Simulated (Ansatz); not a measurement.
# Al-W-Al stack of (100) layers: lattice stability ahead of a resistivity run

The plan: relax Al-W-Al stack of (100) layers, check its phonons, and, if the lattice is stable, compute its Eliashberg function and ρ(T).

Program: Ansatz 0.2.0. Level of theory: DFT PBEsol, scalar-relativistic, plane waves, PAW; PAW set soft_1. Results are calculated unless marked as measured.

**1. Starting point**

The cell holds 3 atoms: 2 Al and 1 W. Cell: a = 2.815 Å, b = 2.815 Å, c = 14.981 Å, α = 90.0°, β = 90.0°, γ = 90.0°. Vacuum lies along c.

**2. Relaxation**

The structure is brought to rest under this functional.

input.yaml reads:

```yaml
crystal:
  lattice:
    - [2.81524, 0.0, 0.0]
    - [0.0, 2.81524, 0.0]
    - [0.0, 0.0, 14.98135]
  atoms:
    - { symbol: Al, position: [0.0, 0.0, 0.36712311] }
    - { symbol: W, position: [0.5, 0.5, 0.5] }
    - { symbol: Al, position: [0.0, 0.0, 0.63287689] }
  periodic: [true, true, false]
kpoints:
  mp_grid: { grid: [10, 10, 1] }
hamiltonian:
  xc: pbesol
  pseudopotentials: { kind: paw, azcp: { folder: soft_1 }, xc_functional: pbe }
scf:
  occupations: { method: gaussian, width: 0.1 }
output:
  forces: true
  stress: true
  eigenvalues: true
relax:
  adjacent_minimum: "off"
  f_tol: 0.005
  max_steps: 80
  cell: { stress_2d_tol: 0.02 }
```

On the command line:

```console
> ansatz run input.yaml --threads 4 --pin off --max-ram 12288MiB --backend cpu --events-out ev --progress --plain --runs-dir out
```

Numbers of over 12 decimals in the logs are rounded to 6 here.

Output:

```text
Warning: crystal.periodic: the lattice vector that does not repeat stood 0.000° off the slab's normal, 14.981 Å along it as the deck builds it. The run solves the slab on a vector along the normal, 31.763 Å long, with every atom where it was (on the deck's vector they left 11.00 Å outside them, and the widest stretch free of ions among them is 1.99 Å). A fractional position that the run reports is one of the run's ce [...]
crystal.periodic: the lattice vector that does not repeat stood 0.000° off the slab's normal, 14.981 Å along it as the deck builds it. The run solves the slab on a vector along the normal, 31.763 Å long, with every atom where it was (on the deck's vector they left 11.00 Å outside them, and the widest stretch free of ions among them is 1.99 Å). A fractional position that the run reports is one of the run's cell, which [...]
Engine: ansatz 0.2.0, aarch64-unknown-linux-gnu
Pseudopotentials: kind: paw
Pseudopotential: Al, paw, valence charge 3, recommended cutoff 420 eV (normal), soft_1/Al.paw.azcp
Pseudopotential: W, paw, valence charge 14, recommended cutoff 420 eV (normal), soft_1/W.paw.azcp
Functional definition: PBEsol
  exchange = pbesol_x
  correlation = pbesol_c
Crystal: 3 atoms, lattice volume = 251.738 Å³
Basis set: ecut = 420 eV, 4975 PW (Γ), exchange–correlation on 40×40×432 points (8 copies of the dense FFT grid, shifted against one another)
Bands: 14, of which v1, the nominal top of the filled ones, is band 10 counted from 1 (9 counted from 0)
Symmetry: 16 space group operations
Space group: P4/mmm (ITA 123), of the structure as read, at distance tolerance 6.3e-5 Å
k-points: 21 of 100
Non-local potential: Al, projectors of the file, l = 0: 2, l = 1: 2, l = 2: 1
Non-local potential: W, projectors of the file, l = 0: 3, l = 1: 2, l = 2: 2, l = 3: 1
PAW form: soft (Blöchl's): semilocal exchange-correlation on the pseudo side does not see the compensation charge
PAW frozen core: Al, regenerated for the run's functional, and the local potential with it (the file was generated under x = pbe(κ = 0.804, μ = 0.219515), c = pbe(β = 0.066725))
PAW frozen core: W, regenerated for the run's functional, and the local potential with it (the file was generated under x = pbe(κ = 0.804, μ = 0.219515), c = pbe(β = 0.066725))
PAW one-centre angular grid: Al, 110 points (default); XC on 64 Gauss nodes
PAW one-centre angular grid: W, 590 points (default); XC on 64 Gauss nodes
Initial density: superposition of atomic densities (neutral atoms: chi_scale 0, normalization atom)
Initial wavefunctions: pseudopotential atomic-orbital guess
Functional: x = pbesol(κ = 0.804, μ = 0.123457), c = pbesol(β = 0.046)
SCF iter   1: F=—  HF=-11306.250365 eV  |F-HF|=—  |Δ(HF+E_count)|=         —  Δρ=2.31e-2  dr2=1.26e1  ethr=3.10e-3  ⟨swp⟩=13.7  Hψ=3134  notcnv=0
preconditioner: auto → LDOS  [metal: Δε(μ)=0.019 eV  Ē_g=5.690 eV  σ=0.100 eV  W_gap=0.11  n_scr=18 (ndim 8)  ℏωp=8.1 eV  f_vac=0.709  D(μ)=2.50/eV (n_scr^D=12)  β→1.0]
SCF iter   2: F=—  HF=-11305.029602 eV  |F-HF|=—  |Δ(HF+E_count)|=    1.22e0  Δρ=1.26e-2  dr2=7.55e-1  ethr=3.10e-3  ⟨swp⟩=4.3  Hψ=964  notcnv=0
SCF iter   3: F=—  HF=-11304.886686 eV  |F-HF|=—  |Δ(HF+E_count)|=   1.43e-1  Δρ=2.26e-3  dr2=3.73e-2  ethr=3.10e-3  ⟨swp⟩=3.0  Hψ=718  notcnv=0  defer=1
SCF iter   4: F=—  HF=-11304.881491 eV  |F-HF|=—  |Δ(HF+E_count)|=   5.20e-3  Δρ=1.13e-3  dr2=6.42e-3  ethr=1.87e-4  ⟨swp⟩=3.4  Hψ=773  notcnv=0  defer=1
SCF iter   5: F=—  HF=-11304.881063 eV  |F-HF|=—  |Δ(HF+E_count)|=   4.27e-4  Δρ=3.21e-4  dr2=9.09e-4  ethr=3.21e-5  ⟨swp⟩=2.6  Hψ=486  notcnv=0  defer=1
SCF iter   6: F=—  HF=-11304.881095 eV  |F-HF|=—  |Δ(HF+E_count)|=   3.21e-5  Δρ=1.44e-4  dr2=9.12e-5  ethr=4.54e-6  ⟨swp⟩=3.7  Hψ=610  notcnv=0  defer=1
SCF iter   7: F=—  HF=-11304.881119 eV  |F-HF|=—  |Δ(HF+E_count)|=   2.37e-5  Δρ=4.01e-5  dr2=6.06e-6  ethr=4.56e-7  ⟨swp⟩=3.2  Hψ=624  notcnv=0  defer=1
SCF iter   8: F=—  HF=-11304.881119 eV  |F-HF|=—  |Δ(HF+E_count)|=   3.65e-7  Δρ=9.45e-6  dr2=4.27e-7  ethr=3.03e-8  ⟨swp⟩=3.9  Hψ=695  notcnv=0  defer=1
iter 9 did not close the SCF: its close was put off until two iterations running show no level that it waits for move by more than its bar (scf_convergence_deferred on its scf_iter line)
SCF iter   9: F=-11304.881120 eV  HF=-11304.881120 eV  |F-HF|=1.57e-8  |Δ(HF+E_count)|=   5.19e-7  Δρ=1.89e-6  dr2=1.45e-8  ethr=5.00e-10  ⟨swp⟩=13.3  Hψ=2057  notcnv=0
SCF iter  10: F=-11304.881120 eV  HF=-11304.881120 eV  |F-HF|=5.00e-9  |Δ(HF+E_count)|=   1.99e-8  Δρ=2.59e-7  dr2=1.14e-10  ethr=7.23e-11  ⟨swp⟩=4.0  Hψ=1118  notcnv=0
SCF 1 converged in 10 iterations: F = -11304.881120 eV  dr2 = 1.14e-10
  greatest PAW one-centre occupation: 0.999 electrons in one spin orbital (limit 2), on the W atom at site 1 (counted from 0), in its partial waves of l = 0
relax step   1: F+E_penalty+E_count = -11304.88111994 eV  Δ(F+E_penalty+E_count) = +0.000e0 eV  max|allowed force component| = 6.341e-2 eV/Å  Δτ_max = 0.0000 Å  P = -8.714 N/m  Ω = 251.738 Å³  fix = [c, alpha, beta]  reactions: c +0.000 N/m  (10 SCF iters, dr2 threshold 1.00e-7 eV, accepted)
Crystal: 3 atoms, lattice volume = 227.802 Å³
Basis set: ecut = 420 eV, 4455 PW (Γ), exchange–correlation on 40×40×432 points (8 copies of the dense FFT grid, shifted against one another)
Initial density: handed on by an earlier stage of this run
Initial wavefunctions: those handed on with the density
iter 1 solved again at ethr=1.86e-4 eV; its pass at ethr=3.10e-3 eV (dr2=3.73e-2 eV) is discarded
SCF iter   1: F=—  HF=-11305.112362 eV  |F-HF|=—  |Δ(HF+E_count)|=         —  Δρ=2.12e-3  dr2=3.84e-2  ethr=1.86e-4  ⟨swp⟩=2.1  Hψ=3574  notcnv=0
preconditioner: auto → LDOS  [metal: Δε(μ)=0.013 eV  Ē_g=5.759 eV  σ=0.100 eV  W_gap=0.08  n_scr=18 (ndim 8)  ℏωp=8.5 eV  f_vac=0.713  D(μ)=2.82/eV (n_scr^D=14)  β→1.0]
SCF iter   2: F=—  HF=-11305.104838 eV  |F-HF|=—  |Δ(HF+E_count)|=   7.52e-3  Δρ=8.70e-4  dr2=2.93e-3  ethr=1.86e-4  ⟨swp⟩=2.4  Hψ=387  notcnv=0
SCF iter   3: F=—  HF=-11305.105087 eV  |F-HF|=—  |Δ(HF+E_count)|=   2.49e-4  Δρ=2.05e-4  dr2=8.11e-4  ethr=1.47e-5  ⟨swp⟩=3.0  Hψ=530  notcnv=0
SCF iter   4: F=—  HF=-11305.105053 eV  |F-HF|=—  |Δ(HF+E_count)|=   3.31e-5  Δρ=8.95e-5  dr2=3.00e-5  ethr=4.06e-6  ⟨swp⟩=3.0  Hψ=495  notcnv=0
SCF iter   5: F=—  HF=-11305.105056 eV  |F-HF|=—  |Δ(HF+E_count)|=   2.65e-6  Δρ=3.13e-5  dr2=4.30e-6  ethr=1.50e-7  ⟨swp⟩=3.9  Hψ=666  notcnv=0
iter 6 did not close the SCF: its close was put off until two iterations running show no level that it waits for move by more than its bar (scf_convergence_deferred on its scf_iter line)
[...]
Crystal: 3 atoms, lattice volume = 223.734 Å³
Basis set: ecut = 420 eV, 4375 PW (Γ), exchange–correlation on 40×40×432 points (8 copies of the dense FFT grid, shifted against one another)
iter 1 solved again at ethr=2.22e-4 eV; its pass at ethr=3.10e-3 eV (dr2=4.44e-2 eV) is discarded
SCF iter   1: F=—  HF=-11305.140088 eV  |F-HF|=—  |Δ(HF+E_count)|=         —  Δρ=2.10e-3  dr2=4.14e-2  ethr=2.22e-4  ⟨swp⟩=2.5  Hψ=3142  notcnv=0
preconditioner: auto → LDOS  [insulator: Δε(μ)=0.223 eV  Ē_g=5.727 eV  σ=0.100 eV  W_gap=0.70  n_scr=18 (ndim 8)  ℏωp=8.6 eV  f_vac=0.710  D(μ)=2.30/eV (n_scr^D=12)  ε∞_Penn≈3.3  β→1.0]
SCF iter   2: F=—  HF=-11305.134416 eV  |F-HF|=—  |Δ(HF+E_count)|=   5.67e-3  Δρ=8.41e-4  dr2=9.07e-3  ethr=2.07e-4  ⟨swp⟩=1.3  Hψ=301  notcnv=0
SCF iter   3: F=—  HF=-11305.134735 eV  |F-HF|=—  |Δ(HF+E_count)|=   3.19e-4  Δρ=2.75e-4  dr2=5.62e-4  ethr=4.54e-5  ⟨swp⟩=2.2  Hψ=426  notcnv=0
SCF iter   4: F=—  HF=-11305.134730 eV  |F-HF|=—  |Δ(HF+E_count)|=   5.06e-6  Δρ=5.96e-5  dr2=1.40e-5  ethr=2.81e-6  ⟨swp⟩=3.3  Hψ=564  notcnv=0
SCF iter   5: F=—  HF=-11305.134703 eV  |F-HF|=—  |Δ(HF+E_count)|=   2.67e-5  Δρ=1.26e-5  dr2=4.58e-7  ethr=7.01e-8  ⟨swp⟩=3.8  Hψ=655  notcnv=0
SCF iter   6: F=-11305.134703 eV  HF=-11305.134703 eV  |F-HF|=3.01e-8  |Δ(HF+E_count)|=   4.86e-7  Δρ=2.87e-6  dr2=5.01e-8  ethr=1.50e-9  ⟨swp⟩=12.3  Hψ=2112  notcnv=0
SCF 3 converged in 6 iterations: F = -11305.134703 eV  dr2 = 5.01e-8
relax step   3: F+E_penalty+E_count = -11305.13470340 eV  Δ(F+E_penalty+E_count) = -2.965e-2 eV  max|allowed force component| = 3.297e-2 eV/Å  Δτ_max = 0.0801 Å  P = +1.527 N/m  Ω = 223.734 Å³  energy of the carried Pulay correction = +1.409e-3 eV  fix = [c, alpha, beta]  reactions: c +0.000 N/m  (6 SCF iters, dr2 threshold 3.00e-7 eV, accepted)
[...]
relax step   4: F+E_penalty+E_count = -11305.13757382 eV  Δ(F+E_penalty+E_count) = -2.870e-3 eV  max|allowed force component| = 1.392e-2 eV/Å  Δτ_max = 0.0035 Å  P = -0.518 N/m  Ω = 226.926 Å³  energy of the carried Pulay correction = +1.240e-3 eV  fix = [c, alpha, beta]  reactions: c +0.000 N/m  (5 SCF iters, dr2 threshold 3.00e-7 eV, accepted)
[...]
relax step   5: F+E_penalty+E_count = -11305.13802677 eV  Δ(F+E_penalty+E_count) = -4.529e-4 eV  max|allowed force component| = 1.047e-3 eV/Å  Δτ_max = 0.0004 Å  P = +0.021 N/m  Ω = 226.083 Å³  energy of the carried Pulay correction = +1.285e-3 eV  fix = [c, alpha, beta]  reactions: c +0.000 N/m  (4 SCF iters, dr2 threshold 3.00e-7 eV, accepted)
[...]
relax step   6: F+E_penalty+E_count = -11305.13802590 eV  Δ(F+E_penalty+E_count) = +8.659e-7 eV  max|allowed force component| = 4.379e-5 eV/Å  Δτ_max = 0.0001 Å  P = -0.000 N/m  Ω = 226.113 Å³  energy of the carried Pulay correction = +1.283e-3 eV  fix = [c, alpha, beta]  reactions: c +0.000 N/m  (4 SCF iters, dr2 threshold 5.48e-10 eV, accepted)
Basis set: ecut = 420 eV, 4431 PW (Γ), exchange–correlation on 36×36×432 points (8 copies of the dense FFT grid, shifted against one another)
Initial wavefunctions: pseudopotential atomic-orbital guess (no wavefunctions were taken with the density)
iter 1 solved again at ethr=1.28e-7 eV; its pass at ethr=3.10e-3 eV (dr2=2.56e-5 eV) is discarded
SCF iter   1: F=—  HF=-11305.137126 eV  |F-HF|=—  |Δ(HF+E_count)|=         —  Δρ=5.56e-5  dr2=8.55e-7  ethr=1.28e-7  ⟨swp⟩=6.6  Hψ=4583  notcnv=0
SCF iter   2: F=—  HF=-11305.137197 eV  |F-HF|=—  |Δ(HF+E_count)|=   7.13e-5  Δρ=4.91e-6  dr2=2.18e-8  ethr=4.28e-9  ⟨swp⟩=3.3  Hψ=604  notcnv=0
SCF iter   3: F=—  HF=-11305.137197 eV  |F-HF|=—  |Δ(HF+E_count)|=   1.98e-8  Δρ=1.01e-6  dr2=2.03e-9  ethr=1.09e-10  ⟨swp⟩=3.7  Hψ=696  notcnv=0
SCF iter   4: F=—  HF=-11305.137197 eV  |F-HF|=—  |Δ(HF+E_count)|=  2.09e-10  Δρ=1.35e-7  dr2=6.24e-11  ethr=1.01e-11  ⟨swp⟩=3.4  Hψ=657  notcnv=0
SCF iter   5: F=—  HF=-11305.137197 eV  |F-HF|=—  |Δ(HF+E_count)|=   1.34e-9  Δρ=6.53e-8  dr2=2.86e-11  ethr=1.00e-12  ⟨swp⟩=3.6  Hψ=566  notcnv=0
SCF iter   6: F=—  HF=-11305.137197 eV  |F-HF|=—  |Δ(HF+E_count)|=  2.33e-10  Δρ=3.24e-8  dr2=7.24e-12  ethr=1.00e-12  ⟨swp⟩=1.2  Hψ=307  notcnv=0
SCF iter   7: F=-11305.137197 eV  HF=-11305.137197 eV  |F-HF|=3.64e-11  |Δ(HF+E_count)|=  9.09e-12  Δρ=7.06e-9  dr2=2.08e-13  ethr=1.00e-12  ⟨swp⟩=13.1  Hψ=2128  notcnv=0
SCF 7 converged in 7 iterations: F = -11305.137197 eV  dr2 = 2.08e-13
relax step   7: F+E_penalty+E_count = -11305.13719728 eV  Δ(F+E_penalty+E_count) = +8.286e-4 eV  max|allowed force component| = 1.016e-4 eV/Å  Δτ_max = 0.0000 Å  P = -0.016 N/m  Ω = 226.113 Å³  fix = [c, alpha, beta]  reactions: c +0.000 N/m  stress off target by 1.61e-2 N/m on what of the cell is left free  SCF on the basis re-selected at this cell (its energy is not comparable with the rows above)  (7 SCF iters)
basis re-selected at this cell: Δ(F+E_penalty+E_count) = +8.286e-4 eV, ΔP = -0.016 N/m vs the last step (what re-selecting the basis moved, of the pressure what is left beyond the Pulay correction that the steps carried, after the strain that the cell walked since its last selection, with what the two solves' SCF thresholds leave and, on support functions, any second-order correction that the steps lacked; it is no measure of the basis error at this ecutwfc). The dense FFT grid was sized anew with the basis: this SCF ran on 18×18×216 points, the steps before it on 20×20×216, so part of this shift can come from that change (see relax.cell in the input reference). [rest of the remark cut]
SCF converged after 7 iterations
Free energy (F): -11305.137197 eV
Harris-Foulkes:  -11305.137197 eV  (|F-HF|=3.64e-11)
Internal energy: -11305.125879 eV  (E = F + TS)
E sigma→0 (E₀):  -11305.131538 eV
Entropy (-TS):   -0.011318 eV (-3.773 meV/atom)
Fermi energy:    -4.825917 eV
--- Per-component energies (eV) ---
  E_band       = -514.512949
  E_kinetic    = 467.695594
  E_local      = -33973.707358  (includes V_loc(G=0)·N_el)
  E_nonlocal   = -1.313667
  E_hartree    = 16726.480159
  E_xc         = -339.555819
  E_vxc        = -288.265541  (∫ρ·V_xc dr)
  E_paw        = -9365.148086  (= ΣΔE_a)
  E_vpaw       = -171.882431  (= ΣTr[D̂ρ^β])
  E_aug_tail   = 0.000149  (compensation charges beyond the density's cutoff)
  E_ewald      = 15180.163012
  E_core_change = 0.260136  (= ΣΔE_core)
  E_smearing   = -0.011318  (= −TS)
  E_closure    = -0.000000  (closes the sum)
  Σ components = -11305.137197   (vs F -11305.137197, Δ=0.00e0)
--- Forces (eV/Å), atoms counted from 1 ---
  atom   1  Al    -0.00000000     0.00000000     0.00010159
  atom   2  W      0.00000000     0.00000000     0.00000000
  atom   3  Al    -0.00000000     0.00000000    -0.00010159
  max |Σ_I F_I| component: 1.60e-27 eV/Å
--- 2D stress c σ (N/m, compression-positive) ---
       -0.016087       0.000000       0.000000
        0.000000      -0.016087       0.000000
        0.000000       0.000000       0.000000
  P = ½ c Tr σ = -0.0161 N/m
--- Band table (eV; the first three rows and the last of 21) ---
  k-point 0: bands = [... 6 lower, -10.5413, -8.6667, -6.4780, -6.2684, -2.9167, -2.9167, -0.8866, -0.6503]
  k-point 1: bands = [... 6 lower, -10.2608, -8.4075, -6.3430, -6.3168, -3.3553, -2.8390, -0.7305, -0.7036]
  k-point 2: bands = [... 6 lower, -9.5761, -7.6455, -6.7356, -5.8785, -3.8550, -2.6277, -1.8366, -0.3989]
  k-point 20: bands = [... 6 lower, -8.1964, -5.5147, -4.6514, -4.6514, -2.4626, -1.8483, -1.7860, -1.7860]
--- Relaxed structure (6 steps of the walk, 6 accepted, 1 SCFs on fresh bases) ---
  F+E_penalty+E_count = -11305.13719728 eV   max|allowed force component| = 1.016e-4 eV/Å   (the final SCF, on the basis selected at the relaxed cell)
  cell:  # Å, volume = 226.1126 Å³
    - [2.668110, 0, 0.0]
    - [0, 2.668110, 0.0]
    - [0.0, 0.0, 31.762701]
  atoms:
    - { symbol: Al, position: [0, 0, 0.169279] }
    - { symbol: W, position: [0.5, 0.5, 0.235832] }
    - { symbol: Al, position: [0, 0, 0.302386] }
```

Wall time 17 s (4 threads of Arm Neoverse V1, shared host); peak memory 0.54 GiB; 52 s of CPU time.

Relaxation path:

```
step  energy less that of the first step (eV)  largest force component (eV/Å)  volume (Å³)
   1                                   0.0000                          0.0634       251.74
   2                                  -0.2239                          0.4363       227.80
   3                                  -0.2536                          0.0330       223.73
   4                                  -0.2565                          0.0139       226.93
   5                                  -0.2569                          0.0010       226.08
   6                                  -0.2569                          0.0000       226.11
  7*                                  -0.2561                          0.0001       226.11
```

Relaxation steps marked * repeat the geometry before them on a plane-wave basis chosen anew for their cell, so energy and pressure can jump there.

Forces are held to the 16 operations that the run works with; a distortion that breaks them can't arise in this run.

```
cell as run  before  after  change
      a (Å)   2.815  2.668  -5.2 %
      b (Å)   2.815  2.668  -5.2 %
```

The atoms that moved most (Å, along periodic axes as changes of fractional coordinates times the final cell, across vacuum about the mean position):

```
atom     dx     dy      dz  length
 Al1  0.000  0.000  -0.123   0.123
 Al3  0.000  0.000   0.123   0.123
```

The relaxed structure:

```xyz
3
Lattice="2.6681 0.0000 0.0000 0.0000 2.6681 0.0000 0.0000 0.0000 31.7627" Properties=species:S:1:pos:R:3
Al    0.0000    0.0000    5.3767
W     1.3341    1.3341    7.4907
Al    0.0000    0.0000    9.6046
```

Numbers from this step:

```yaml
metallic_on_mesh: yes
gap_on_the_k_mesh: 0 eV
```

The relaxation ends with a largest force component of 1.0e-4 eV/Å.

**3. Tight relaxation**

Residual forces and stress shift phonon frequencies, so the cell is relaxed again, with tight thresholds and the mesh and smearing of this input.

input.yaml, the sections that differ from step 2:

```yaml
crystal:
  lattice:
    - [2.6681097716, 0.0, 0.0]
    - [0.0, 2.6681097716, 0.0]
    - [0.0, 0.0, 31.762700784]
  atoms:
    - { symbol: Al, position: [0.0, 0.0, 0.169278511] }
    - { symbol: W, position: [0.5, 0.5, 0.2358324329] }
    - { symbol: Al, position: [0.0, 0.0, 0.3023863547] }
  periodic: [true, true, false]
kpoints:
  mp_grid: { grid: [12, 12, 1] }
scf:
  occupations: { method: methfessel_paxton, width: 0.2 }
relax:
  adjacent_minimum: "off"
  f_tol: 0.001
  max_steps: 60
  cell: { stress_2d_tol: 0.002 }
# hamiltonian, output: as in step 2
```

Output:

```text
[the first part of the log is left out]
  E_paw        = -9365.146871  (= ΣΔE_a)
  E_vpaw       = -171.886093  (= ΣTr[D̂ρ^β])
  E_aug_tail   = 0.000149  (compensation charges beyond the density's cutoff)
  E_ewald      = 15077.870282
  E_core_change = 0.260136  (= ΣΔE_core)
  E_smearing   = -0.003725  (= −TS)
  E_closure    = -0.000000  (closes the sum)
  Σ components = -11305.107497   (vs F -11305.107497, Δ=0.00e0)
[...]
--- 2D stress c σ (N/m, compression-positive) ---
       -0.000113       0.000000      -0.000000
        0.000000      -0.000113      -0.000000
       -0.000000      -0.000000      -0.000000
  P = ½ c Tr σ = -0.0001 N/m
--- Band table (eV; the first three rows and the last of 28) ---
[...]
--- Relaxed structure (4 steps of the walk, 4 accepted, 1 SCFs on fresh bases) ---
[...]
cell:  # Å, volume = 227.9981 Å³
    - [2.679211, 0, 0]
    - [0, 2.679211, 0]
    - [0, 0, 31.762700784]
  atoms:
    - { symbol: Al, position: [0, 0, 0.170099] }
    - { symbol: W, position: [0.5, 0.5, 0.235832] }
    - { symbol: Al, position: [0, 0, 0.301566] }
```

It took 14 s on 4 threads; peak memory 0.52 GiB.

Relaxation path:

```
step  energy less that of the first step (eV)  largest force component (eV/Å)  volume (Å³)
   1                                   0.0000                          0.0633       226.11
   2                                  -0.0020                          0.0266       227.39
   3                                  -0.0021                          0.0152       228.47
   4                                  -0.0023                          0.0000       228.00
   5                                  -0.0024                          0.0000       228.00
```

The log counts 1 steps on a newly chosen plane-wave basis, not all of them marked here; energy and pressure can jump at such steps.

```
cell as run  before  after  change
      a (Å)   2.668  2.679  +0.4 %
      b (Å)   2.668  2.679  +0.4 %
```

The atoms that moved most (Å, along periodic axes as changes of fractional coordinates times the final cell, across vacuum about the mean position):

```
atom     dx     dy      dz  length
 Al1  0.000  0.000   0.026   0.026
 Al3  0.000  0.000  -0.026   0.026
```

Final coordinates:

```xyz
3
Lattice="2.6792 0.0000 0.0000 0.0000 2.6792 0.0000 0.0000 0.0000 31.7627" Properties=species:S:1:pos:R:3
Al    0.0000    0.0000    5.4028
W     1.3396    1.3396    7.4907
Al    0.0000    0.0000    9.5786
```

(Part 1 of 2 ends here.)

[Logs are printed without paths, hosts, clocks, repeated set-up lines and the standing remarks that a program may print on its own settings, such as how far it seeks lower states.]

[Hosts, paths, dates, database ids (printed as entryN), source tags and the programs' standing remarks are cut or masked in the printed files.]
